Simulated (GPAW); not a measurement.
Consider SnO2 (Cassiterite, P4_2/mnm).

```cif
data_structure
_symmetry_space_group_name_H-M 'P 1'
_symmetry_Int_Tables_number 1
_cell_length_a 4.7380
_cell_length_b 4.7380
_cell_length_c 3.1865
_cell_angle_alpha 90.000
_cell_angle_beta 90.000
_cell_angle_gamma 90.000
_cell_volume 71.53
loop_
_atom_site_label
_atom_site_type_symbol
_atom_site_fract_x
_atom_site_fract_y
_atom_site_fract_z
_atom_site_occupancy
Sn1 Sn 0.50000 0.50000 0.50000 1
Sn2 Sn 0.00000 0.00000 0.00000 1
O3 O 0.80710 0.19290 0.50000 1
O4 O 0.69290 0.69290 0.00000 1
O5 O 0.19290 0.80710 0.50000 1
O6 O 0.30710 0.30710 0.00000 1
```

Absorber: atom 1, with 6 O at 2.05 Å (distorted octahedral, site symmetry mmm). Method: GPAW, LDA, full core hole (charged cell), 24-atom cell with 6.7 Å between holes, 3×3×3 k points, dipole transitions, Gaussian full width 8.49 eV.

Where do the maxima of the Sn K edge fall?

Main maxima up to 29 eV above the zero (height): 8.0 eV (1.57). A K edge sees empty p states on the absorber. 

The Sn K spectrum (energy from the lowest empty level; intensity scaled to a mean of 1 over the first 20 eV; polarised curves are means over the symmetry-equivalent atoms):

| E (eV) | isotropic | ε ⊥ c | ε ∥ c |
| --- | --- | --- | --- |
| -2.0 | 0.10 | 0.11 | 0.06 |
| -1.4 | 0.14 | 0.16 | 0.09 |
| -0.8 | 0.19 | 0.22 | 0.12 |
| -0.2 | 0.25 | 0.29 | 0.17 |
| 0.4 | 0.33 | 0.38 | 0.23 |
| 1.0 | 0.42 | 0.48 | 0.30 |
| 1.6 | 0.53 | 0.59 | 0.39 |
| 2.2 | 0.64 | 0.72 | 0.49 |
| 2.8 | 0.77 | 0.85 | 0.61 |
| 3.4 | 0.91 | 0.99 | 0.74 |
| 4.0 | 1.04 | 1.12 | 0.88 |
| 4.6 | 1.17 | 1.24 | 1.02 |
| 5.2 | 1.29 | 1.35 | 1.17 |
| 5.8 | 1.39 | 1.44 | 1.30 |
| 6.4 | 1.47 | 1.50 | 1.43 |
| 7.0 | 1.53 | 1.53 | 1.53 |
| 7.6 | 1.56 | 1.54 | 1.61 |
| 8.2 | 1.57 | 1.52 | 1.66 |
| 8.8 | 1.54 | 1.47 | 1.68 |
| 9.4 | 1.50 | 1.41 | 1.67 |
| 10.0 | 1.44 | 1.34 | 1.63 |
| 10.6 | 1.36 | 1.26 | 1.57 |
| 11.2 | 1.27 | 1.17 | 1.48 |
| 11.8 | 1.19 | 1.09 | 1.38 |
| 12.4 | 1.10 | 1.01 | 1.28 |
| 13.0 | 1.01 | 0.94 | 1.17 |
| 13.6 | 0.94 | 0.87 | 1.07 |
| 14.2 | 0.87 | 0.82 | 0.98 |
| 14.8 | 0.81 | 0.77 | 0.90 |
| 15.4 | 0.77 | 0.73 | 0.83 |
| 16.0 | 0.73 | 0.70 | 0.78 |
| 16.6 | 0.69 | 0.67 | 0.74 |
| 17.2 | 0.67 | 0.65 | 0.70 |
| 17.8 | 0.65 | 0.63 | 0.67 |
| 18.4 | 0.63 | 0.62 | 0.65 |
| 19.0 | 0.62 | 0.61 | 0.64 |
| 19.6 | 0.61 | 0.60 | 0.62 |
| 20.2 | 0.60 | 0.59 | 0.61 |
| 20.8 | 0.59 | 0.59 | 0.60 |
| 21.4 | 0.59 | 0.58 | 0.59 |
| 22.0 | 0.58 | 0.58 | 0.58 |
| 22.6 | 0.58 | 0.59 | 0.57 |
| 23.2 | 0.58 | 0.59 | 0.56 |
| 23.8 | 0.58 | 0.59 | 0.55 |
| 24.4 | 0.58 | 0.59 | 0.54 |
| 25.0 | 0.57 | 0.59 | 0.53 |
| 25.6 | 0.57 | 0.59 | 0.52 |
| 26.2 | 0.56 | 0.59 | 0.50 |
| 26.8 | 0.55 | 0.57 | 0.49 |
| 27.4 | 0.53 | 0.56 | 0.47 |
| 28.0 | 0.51 | 0.54 | 0.45 |
| 28.6 | 0.49 | 0.52 | 0.43 |
| 29.2 | 0.47 | 0.50 | 0.41 |
| 29.8 | 0.45 | 0.48 | 0.39 |
| 30.4 | 0.43 | 0.46 | 0.37 |
| 31.0 | 0.41 | 0.44 | 0.35 |
| 31.6 | 0.39 | 0.42 | 0.34 |

The script folds with a Gaussian, whereas the core hole's own line is a Lorentzian, so the onset is too steep and the first peak too high. Lifetime broadening is put in by hand, and intensities beyond about 20 eV depend on it and on the partial waves; weight that the partial waves miss at high energy is lost. The structure is a published determination, not relaxed.

[Banner, clock and machine lines of the logs are left out without a mark of their own.]

[Logs are printed without paths, hosts, clocks, repeated set-up lines and the standing remarks that a program may print on its own settings, such as how far it seeks lower states.]

[Hosts, paths, dates, database ids (printed as entryN), source tags and the programs' standing remarks are cut or masked in the printed files.]

[Lists of maxima count a maximum above −3 eV only where it reaches 4 % of the highest in the window and stands out from its surroundings by 2 % of it (1.5 % where it reaches 55 %); shoulders and weaker maxima are passed over, and of the rest the first, up to two pre-edge ones and the few strongest are named.]
